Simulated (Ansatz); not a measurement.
# MnO (Manganosite, Fm-3m): phonons and vibrational spectra, part 2 of 3

How does MnO (Manganosite, Fm-3m) vibrate, and is this structure a minimum?

Ansatz 0.2.0; DFT PBE+U, scalar-relativistic, plane waves, PAW.

So far. Step 3 (A magnetic order at the starting cell, 4 atoms): At this level the gap is 1.76 eV on the k-mesh of the self-consistent run, which can miss the band edges. The cell carries a net spin moment of 0.00 μB and an absolute one of 9.45 μB, so the moments cancel. Step 5 (The orders compared): The start carried on is the antiferromagnetic, q = (0.5, 0.5, 0.5) one.

## Step 6: Relaxation

Harmonic phonons are second derivatives at a point where the forces vanish, and they are wanted at zero stress, so atoms and cell are relaxed first.

Input file input.yaml:

```yaml
crystal:
  lattice:
    - [2.223, 0.0, -2.223]
    - [2.223, -2.223, 0.0]
    - [-2.223, -2.223, -4.446]
  atoms:
    - { symbol: Mn, position: [0.0, 0.5, 0.5], spin: -4.66 }
    - { symbol: Mn, position: [0.0, 0.0, 0.0], spin: 4.66 }
    - { symbol: O, position: [0.5, 0.25, 0.75] }
    - { symbol: O, position: [0.5, 0.75, 0.25] }
kpoints:
  mp_grid: { grid: [12, 12, 12] }
hamiltonian:
  xc: pbe
  hubbard: { sites: [{ species: Mn, l: d, u_eff: 3.9 }] }
scf:
  occupations: { method: gaussian, width: 0.02 }
output:
  forces: true
  stress: true
  eigenvalues: true
  populations: true
  write_density: true
  write_potential: true
  elf: true
  volumetric_format: npy
magnetization:
  spin_polarized: true
relax:
  adjacent_minimum: "off"
  f_tol: 0.005
  max_steps: 80
  cell: { stress_tol: 0.05 }
```

Command:

```console
> ansatz run input.yaml --threads 4 --pin off --max-ram 7168MiB --backend cpu --events-out ev --progress --plain --runs-dir out
```

Numbers of over 12 decimals in the logs are rounded to 6 here.

Output:

```text
[...]
Crystal: 4 atoms, lattice volume = 43.942 Å³
Basis set: ecut = 420 eV, 845 PW (Γ), exchange–correlation on 48×48×80 points (8 copies of the dense FFT grid, shifted against one another)
Bands: 31, of which v1, the nominal top of the filled ones, is band 21 counted from 1 (20 counted from 0)
Symmetry: 12 space group operations
[...]
k-points: 189 of 1728
[...]
Starting moments: Σ|m| = 9.32 μB on 2 of 4 sites
[...]
SCF iter   1: F=—  HF=-8933.848989 eV  |F-HF|=—  |Δ(HF+E_count)|=         —  Δρ=9.59e-2 (↑9.59e-2 ↓9.59e-2)  dr2=1.13e1  dr2_m=5.14e-1  M=0.000 μB ∫|m|=9.059 μB  β_m=1.00  ethr=3.10e-3  ⟨swp⟩=4.3  Hψ=20479  notcnv=0
[...]
SCF iter  12: F=-8931.219646 eV  HF=-8931.219646 eV  |F-HF|=7.28e-12  |Δ(HF+E_count)|=  2.47e-10  Δρ=1.05e-7 (↑1.05e-7 ↓1.05e-7)  dr2=7.74e-12  dr2_m=1.21e-12  M=0.000 μB ∫|m|=9.453 μB  ethr=1.00e-12  ⟨swp⟩=3.5  Hψ=22210  notcnv=0
SCF 1 converged in 12 iterations: F = -8931.219646 eV  dr2 = 7.74e-12
[...]
relax step   1: F+E_penalty+E_count = -8931.21964623 eV  Δ(F+E_penalty+E_count) = +0.000e0 eV  max|allowed force component| = 6.311e-30 eV/Å  Δτ_max = 0.0000 Å  P = +6.656 GPa  Ω = 43.942 Å³  (12 SCF iters, accepted)
Crystal: 4 atoms, lattice volume = 45.315 Å³
Basis set: ecut = 420 eV, 899 PW (Γ), exchange–correlation on 48×48×80 points (8 copies of the dense FFT grid, shifted against one another)
[...]
Starting moments: Σ|m| = 9.32 μB on 2 of 4 sites; this step starts from the density that it was given
[...]
iter 1 solved again at ethr=1.63e-5 eV; its pass at ethr=3.10e-3 eV (dr2=6.85e-3 eV) is discarded
[...]
SCF iter   6: F=-8931.253575 eV  HF=-8931.253576 eV  |F-HF|=1.08e-7  |Δ(HF+E_count)|=   2.03e-6  Δρ=1.17e-5 (↑1.17e-5 ↓1.17e-5)  dr2=1.01e-7  dr2_m=1.16e-8  M=0.000 μB ∫|m|=9.483 μB  ethr=9.52e-10  ⟨swp⟩=10.0  Hψ=41780  notcnv=0
SCF 2 converged in 6 iterations: F = -8931.253575 eV  dr2 = 1.01e-7
relax step   2: F+E_penalty+E_count = -8931.25357546 eV  Δ(F+E_penalty+E_count) = -3.393e-2 eV  max|allowed force component| = 6.275e-30 eV/Å  Δτ_max = 0.0000 Å  P = +1.415 GPa  Ω = 45.315 Å³  energy of the carried Pulay correction = -5.222e-3 eV  (6 SCF iters, dr2 threshold 4.00e-7 eV, accepted)
Crystal: 4 atoms, lattice volume = 45.736 Å³
Basis set: ecut = 420 eV, 911 PW (Γ), exchange–correlation on 48×48×80 points (8 copies of the dense FFT grid, shifted against one another)
[...]
SCF iter   5: F=-8931.254899 eV  HF=-8931.254899 eV  |F-HF|=2.34e-7  |Δ(HF+E_count)|=   3.67e-6  Δρ=1.96e-5 (↑1.96e-5 ↓1.96e-5)  dr2=9.19e-8  dr2_m=9.66e-8  M=0.000 μB ∫|m|=9.495 μB  ethr=9.52e-10  ⟨swp⟩=6.8  Hψ=35438  notcnv=0
SCF 3 converged in 5 iterations: F = -8931.254899 eV  dr2 = 9.19e-8
relax step   3: F+E_penalty+E_count = -8931.25489930 eV  Δ(F+E_penalty+E_count) = -1.324e-3 eV  max|allowed force component| = 4.997e-29 eV/Å  Δτ_max = 0.0000 Å  P = +0.081 GPa  Ω = 45.736 Å³  energy of the carried Pulay correction = -6.794e-3 eV  (5 SCF iters, dr2 threshold 4.00e-7 eV, accepted)
[...]
relax step   4: F+E_penalty+E_count = -8931.25481457 eV  Δ(F+E_penalty+E_count) = +8.473e-5 eV  max|allowed force component| = 6.243e-29 eV/Å  Δτ_max = 0.0000 Å  P = +0.002 GPa  Ω = 45.761 Å³  energy of the carried Pulay correction = -6.885e-3 eV  (5 SCF iters, dr2 threshold 2.26e-8 eV, accepted)
[...]
relax step   5: F+E_penalty+E_count = -8931.26354479 eV  Δ(F+E_penalty+E_count) = -8.730e-3 eV  max|allowed force component| = 7.482e-29 eV/Å  Δτ_max = 0.0000 Å  P = +0.289 GPa  Ω = 45.761 Å³  stress off target by 3.43e-1 GPa  SCF on the basis re-selected at this cell (its energy is not comparable with the rows above)  (6 SCF iters)
[...]
relax step   6: F+E_penalty+E_count = -8931.26332820 eV  Δ(F+E_penalty+E_count) = +2.166e-4 eV  max|allowed force component| = 7.775e-29 eV/Å  Δτ_max = 0.0000 Å  P = +0.022 GPa  Ω = 45.845 Å³  energy of the carried Pulay correction = -3.121e-4 eV  (4 SCF iters, dr2 threshold 2.94e-7 eV, accepted)
[...]
SCF iter   5: F=-8931.263646 eV  HF=-8931.263646 eV  |F-HF|=4.33e-10  |Δ(HF+E_count)|=   1.06e-8  Δρ=2.15e-7 (↑2.15e-7 ↓2.15e-7)  dr2=7.92e-12  dr2_m=3.30e-12  M=0.000 μB ∫|m|=9.498 μB  ethr=1.00e-12  ⟨swp⟩=5.0  Hψ=22401  notcnv=0
SCF 7 converged in 5 iterations: F = -8931.263646 eV  dr2 = 7.92e-12
relax step   7: F+E_penalty+E_count = -8931.26364579 eV  Δ(F+E_penalty+E_count) = -3.176e-4 eV  max|allowed force component| = 7.523e-29 eV/Å  Δτ_max = 0.0000 Å  P = +0.026 GPa  Ω = 45.845 Å³  stress off target by 3.60e-2 GPa  SCF on the basis re-selected at this cell (its energy is not comparable with the rows above)  (5 SCF iters)
[...]
SCF converged after 5 iterations
Magnetization: 0.0000 μB (21.0000 up, 21.0000 down)
Absolute magnetization: 9.4987 μB (∫|ρ↑−ρ↓|, with the PAW one-centre terms)
[...]
Per-site moments (μB) at R_I (Å): [(-4.272393, 0.930112), (4.272393, 0.930112), (1.118687553638529e-16, 0.930112), (-1.0178560024895475e-16, 0.930112)]
Free energy (F): -8931.263646 eV
[...]
Internal energy: -8931.263646 eV  (E = F + TS)
E sigma→0 (E₀):  -8931.263646 eV
Fermi energy:    11.843892 eV
[...]
--- Stress (GPa, compression-positive) ---
        0.026114      -0.009908      -0.009908
       -0.009908       0.026114      -0.009908
       -0.009908      -0.009908       0.026114
  P = ⅓ Tr σ = 0.0261 GPa (0.261 kbar)
--- Band table (eV; the first three rows and the last of 378) ---
  k-point 0 ↑: bands = [... 17 lower, 9.5169, 9.6290, 10.4518, 10.4518, 12.6417, 15.8007, 15.8401, 15.8401, ... 6 higher]
  k-point 1 ↑: bands = [... 17 lower, 9.4555, 9.5166, 10.5115, 10.5115, 12.7831, 15.7536, 15.8364, 15.8364, ... 6 higher]
  k-point 2 ↑: bands = [... 17 lower, 9.3130, 9.3130, 10.6484, 10.6484, 13.1454, 15.6407, 15.8262, 15.8262, ... 6 higher]
  k-point 188 ↓: bands = [... 17 lower, 8.8899, 9.0478, 10.3392, 10.5756, 15.9821, 16.0387, 16.0879, 16.6276, ... 6 higher]
Occupation matrices written to <dir>
--- Relaxed structure (5 steps of the walk, 5 accepted, 2 SCFs on fresh bases) ---
  F+E_penalty+E_count = -8931.26364579 eV   max|allowed force component| = 7.523e-29 eV/Å   (the final SCF, on the basis selected at the relaxed cell)
  cell:  # Å, volume = 45.8448 Å³
    - [2.268995, 0.0, -2.268995]
    - [2.268995, -2.268995, 3.469446951953614e-18]
    - [-2.211926, -2.211926, -4.480920]
  atoms:
    - { symbol: Mn, position: [5.551115123125783e-17, 0.5, 0.500000] }
    - { symbol: Mn, position: [5.551115123125783e-17, 0.0, -1.1102230246251565e-16] }
    - { symbol: O, position: [0.500000, 0.250000, 0.75] }
    - { symbol: O, position: [0.500000, 0.75, 0.25] }
--- Löwdin populations: 4 sites ---
  site symbol       q [e]    m [muB]
     0     Mn     13.7556    -4.7106
     1     Mn     13.7556     4.7106
     2      O      7.1174     0.0000
     3      O      7.1174     0.0000
  spilling = 0.006047 (of n_electrons = 42.000000)
```

It took 30 s on 4 threads of Arm Neoverse V2, shared host; peak memory 0.85 GiB.

Step by step:

```
step  energy less that of the first step (eV)  largest force component (eV/Å)  pressure (GPa)  volume (Å³)
   1                                   0.0000                          0.0000            6.66        43.94
   2                                  -0.0339                          0.0000            1.41        45.31
   3                                  -0.0353                          0.0000            0.08        45.74
   4                                  -0.0352                          0.0000            0.00        45.76
  5*                                  -0.0439                          0.0000            0.29        45.76
   6                                  -0.0437                          0.0000            0.02        45.84
  7*                                  -0.0440                          0.0000            0.03        45.84
```

Relaxation steps marked * repeat the geometry before them on a plane-wave basis chosen anew for their cell, so energy and pressure can jump there.

The run keeps the 12 symmetry operations that it works with, so distortions that break them were not tested.

```
     cell as run  before  after  change
           a (Å)   3.144  3.209  +2.1 %
           b (Å)   3.144  3.209  +2.1 %
           c (Å)   5.445  5.465  +0.4 %
           β (°)   73.22  72.93  -0.4 %
volume (Å³/atom)   10.99  11.46  +4.3 %
```

The relaxed structure:

```xyz
4
Lattice="2.2690 0.0000 -2.2690 2.2690 -2.2690 0.0000 -2.2119 -2.2119 -4.4809" Properties=species:S:1:pos:R:3 pbc="T T T"
Mn    0.0285   -2.2405   -2.2405
Mn    0.0000    0.0000    0.0000
O     0.0428   -2.2262   -4.4952
O     2.2833   -2.2547   -2.2547
```

Numbers from this step:

- absolute magnetization: 9.499 μB
- site moments: -4.272, 4.272, 1.12e-16, -1.02e-16 μB
- pressure: 0.02611 GPa
- gap on the k-mesh: 1.596 eV
- volume per atom: 11.46 Å³
- gap by spin: 1.596, 1.596 eV
- direct gap on mesh: 2.190 eV

Spin density in the bc plane at fractional x = 0.000, with atoms of Mn within 0.2 Å of it.

Values in e/Å³, 23 rows by 14 columns, each cell a mean:
```
 6.6  4.6  2.0  0.7  0.2  0.1  0.0  0.0  0.0  0.1  0.3  0.8  2.3  5.1
 2.8  2.0  1.0  0.4  0.1  0.0  0.0  0.0  0.0  0.1  0.2  0.5  1.1  2.2
 0.9  0.7  0.4  0.2  0.1  0.0  0.0  0.0  0.0  0.0  0.1  0.2  0.4  0.7
 0.3  0.2  0.1  0.1  0.0  0.0  0.0  0.0  0.0  0.0  0.0  0.1  0.2  0.2
 0.1  0.1  0.1  0.0  0.0  0.0  0.0  0.0  0.0  0.0  0.0  0.0  0.1  0.1
 0.0  0.0  0.0  0.0  0.0  0.0  0.0  0.0  0.0  0.0  0.0  0.0  0.0  0.0
 0.0  0.0  0.0  0.0  0.0 -0.1 -0.1 -0.1 -0.1 -0.1  0.0  0.0  0.0  0.0
 0.0  0.0  0.0 -0.1 -0.1 -0.2 -0.3 -0.3 -0.3 -0.2 -0.1  0.0  0.0  0.0
 0.0  0.0  0.0 -0.1 -0.3 -0.6 -1.0 -1.1 -0.9 -0.5 -0.2 -0.1  0.0  0.0
 0.0  0.0 -0.1 -0.2 -0.5 -1.6 -3.2 -4.0 -3.0 -1.3 -0.4 -0.2 -0.1  0.0
 0.0  0.0 -0.1 -0.3 -0.8 -2.9 -6.1 -7.7 -5.6 -2.2 -0.7 -0.2 -0.1  0.0
 0.0  0.0 -0.1 -0.3 -0.9 -3.0 -6.4 -8.1 -5.9 -2.3 -0.7 -0.2 -0.1  0.0
 0.0  0.0 -0.1 -0.2 -0.6 -1.9 -3.8 -4.7 -3.5 -1.5 -0.5 -0.2 -0.1  0.0
 0.0  0.0  0.0 -0.1 -0.3 -0.8 -1.3 -1.6 -1.3 -0.6 -0.3 -0.1  0.0  0.0
 0.0  0.0  0.0 -0.1 -0.1 -0.2 -0.4 -0.4 -0.3 -0.2 -0.1 -0.1  0.0  0.0
 0.0  0.0  0.0  0.0 -0.1 -0.1 -0.1 -0.1 -0.1 -0.1  0.0  0.0  0.0  0.0
 0.0  0.0  0.0  0.0  0.0  0.0  0.0  0.0  0.0  0.0  0.0  0.0  0.0  0.0
 0.1  0.1  0.0  0.0  0.0  0.0  0.0  0.0  0.0  0.0  0.0  0.0  0.0  0.1
 0.2  0.2  0.1  0.1  0.0  0.0  0.0  0.0  0.0  0.0  0.0  0.1  0.1  0.2
 0.7  0.6  0.3  0.2  0.1  0.0  0.0  0.0  0.0  0.0  0.1  0.2  0.4  0.6
 2.4  1.8  0.9  0.4  0.1  0.0  0.0  0.0  0.0  0.1  0.2  0.4  1.0  1.9
 6.0  4.2  1.8  0.6  0.2  0.1  0.0  0.0  0.0  0.1  0.2  0.7  2.1  4.6
 8.9  6.1  2.6  0.8  0.2  0.1  0.0  0.0  0.0  0.1  0.3  1.0  3.0  6.7
```
Columns run along b (3.2 Å), rows up along c (5.5 Å). Atoms in or near the plane, at fractional coordinates: Mn at (0.50, 0.50), Mn at (0.00, 0.00).

Electrostatic potential energy in the bc plane at fractional x = 0.000, with atoms of Mn within 0.2 Å of it. With pseudopotentials it is smooth inside the atoms' cores, unlike the true potential.

Ten even steps from '0' (-43 eV) to '9' (14 eV):
```
00025899999985200
00136899999986310
22357899999987532
55688999999998865
88899999999999988
99999999999999999
99999999999999999
99999999999999999
99999988888899999
99999876556789999
99998743223478999
99987520000257899
99986310000136899
99986300000036899
99986310000136899
99987520000257899
99998743223478999
99999876556789999
99999988888899999
99999999999999999
99999999999999999
99999999999999999
88899999999999988
55688999999998865
22357899999987532
00136899999986310
00025899999985200
00014799999974100
```
Columns run along b (3.2 Å; values clipped at the 3rd and 97th percentile), rows up along c (5.5 Å). Atoms in or near the plane, at fractional coordinates: Mn at (0.50, 0.50), Mn at (0.00, 0.00).

Valence density in the bc plane at fractional x = 0.000, with atoms of Mn within 0.2 Å of it. It is the smooth field of the valence electrons, not physical close to the nuclei.

Ten steps, logarithmic in the rise over the least value, from '_' (0 e/Å³) to '@' (29 e/Å³):
```
@@@@##++--..____________..--++##@@
%%##**==::..____________..::==**##
++++==::..________________..::==++
--::::..____________________..::::
....____________________________..
__________________________________
__________________________________
__________________________________
______________........____________
____________..::----::..__________
__________::--++++++++--::________
________..--++##%%%%##++--..______
________::==**%%@@@@%%**==::______
________::==##@@@@@@@@##==::______
________::==**%%@@@@%%**==::______
________..--++##%%%%##++--..______
__________::--++++++++--::________
____________..::----::..__________
______________........____________
__________________________________
__________________________________
__________________________________
....____________________________..
--::::..____________________..::::
++++==::..________________..::==++
%%##**==::..____________..::==**##
@@@@##++--..____________..--++##@@
@@@@%%**--..____________..--**%%@@
```
Columns run along b (3.2 Å), rows up along c (5.5 Å). Atoms in or near the plane, at fractional coordinates: Mn at (0.50, 0.50), Mn at (0.00, 0.00).

In this step the volume went from 10.99 to 11.46 Å³/atom.

## Step 7: Relaxing to small forces for the phonons

Phonons need a cell at rest on their own settings, so the relaxation is repeated with tight tolerances on forces and stress, using the mesh and the filling of the phonon run that follows.

input.yaml, the sections that differ from step 6:

```yaml
crystal:
  lattice:
    - [2.2689945275, 0.0, -2.2689945275]
    - [2.2689945275, -2.2689945275, 0.0]
    - [-2.2119257476, -2.2119257476, -4.4809202751]
  atoms:
    - { symbol: Mn, position: [0.0, 0.5, 0.5], spin: -4.7 }
    - { symbol: Mn, position: [0.0, 0.0, 0.0], spin: 4.7 }
    - { symbol: O, position: [0.5, 0.25, 0.75] }
    - { symbol: O, position: [0.5, 0.75, 0.25] }
output:
  forces: true
  stress: true
  eigenvalues: true
  populations: true
relax:
  adjacent_minimum: "off"
  f_tol: 0.001
  max_steps: 60
  cell: { stress_tol: 0.01 }
# kpoints, hamiltonian, scf, magnetization: as in step 6
```

Output:

```text
[...]
Crystal: 4 atoms, lattice volume = 45.845 Å³
Basis set: ecut = 420 eV, 911 PW (Γ), exchange–correlation on 48×48×80 points (8 copies of the dense FFT grid, shifted against one another)
Bands: 31, of which v1, the nominal top of the filled ones, is band 21 counted from 1 (20 counted from 0)
Symmetry: 12 space group operations
[...]
- { symbol: Mn, position: [0.0, 0.0, 0.0] }
    - { symbol: O, position: [0.5, 0.250000, 0.75] }
    - { symbol: O, position: [0.5, 0.75, 0.25] }
--- Löwdin populations: 4 sites ---
  site symbol       q [e]    m [muB]
     0     Mn     13.7556    -4.7107
     1     Mn     13.7556     4.7107
     2      O      7.1174    -0.0000
     3      O      7.1174    -0.0000
  spilling = 0.006048 (of n_electrons = 42.000000)
[key lines of the parts left out:]
SCF converged after 4 iterations
Magnetization: 0.0000 μB (21.0000 up, 21.0000 down)
Free energy (F): -8931.263642 eV
Fermi energy:    11.840673 eV
P = ⅓ Tr σ = 0.0019 GPa (0.019 kbar)
```

Wall time 16 s (4 threads); peak memory 0.85 GiB.

Little changed from the start: no atom moved by 0.005 Å and no cell edge by 0.1 %.

This step gave:

| Property | Result |
| --- | --- |
| site moments | -4.273, 4.273, 1.65e-16, -1.55e-16 μB |
| pressure | 0.001889 GPa |
| gap on the k-mesh | 1.595 eV |
| gap by spin | 1.595, 1.595 eV |
| direct gap on mesh | 2.189 eV |

The forces vanish by symmetry and the pressure is 0.002 GPa, within the tolerances set. The cell now holds 11.46 Å³/atom. Within 0.01 Å the structure now has space group R-3m, not the Fm-3m of the start.

[end of part 2 of 3]

[Logs are printed without paths, hosts, clocks, repeated set-up lines and the standing remarks that a program may print on its own settings, such as how far it seeks lower states.]

[Hosts, paths, dates, database ids (printed as entryN), source tags and the programs' standing remarks are cut or masked in the printed files.]
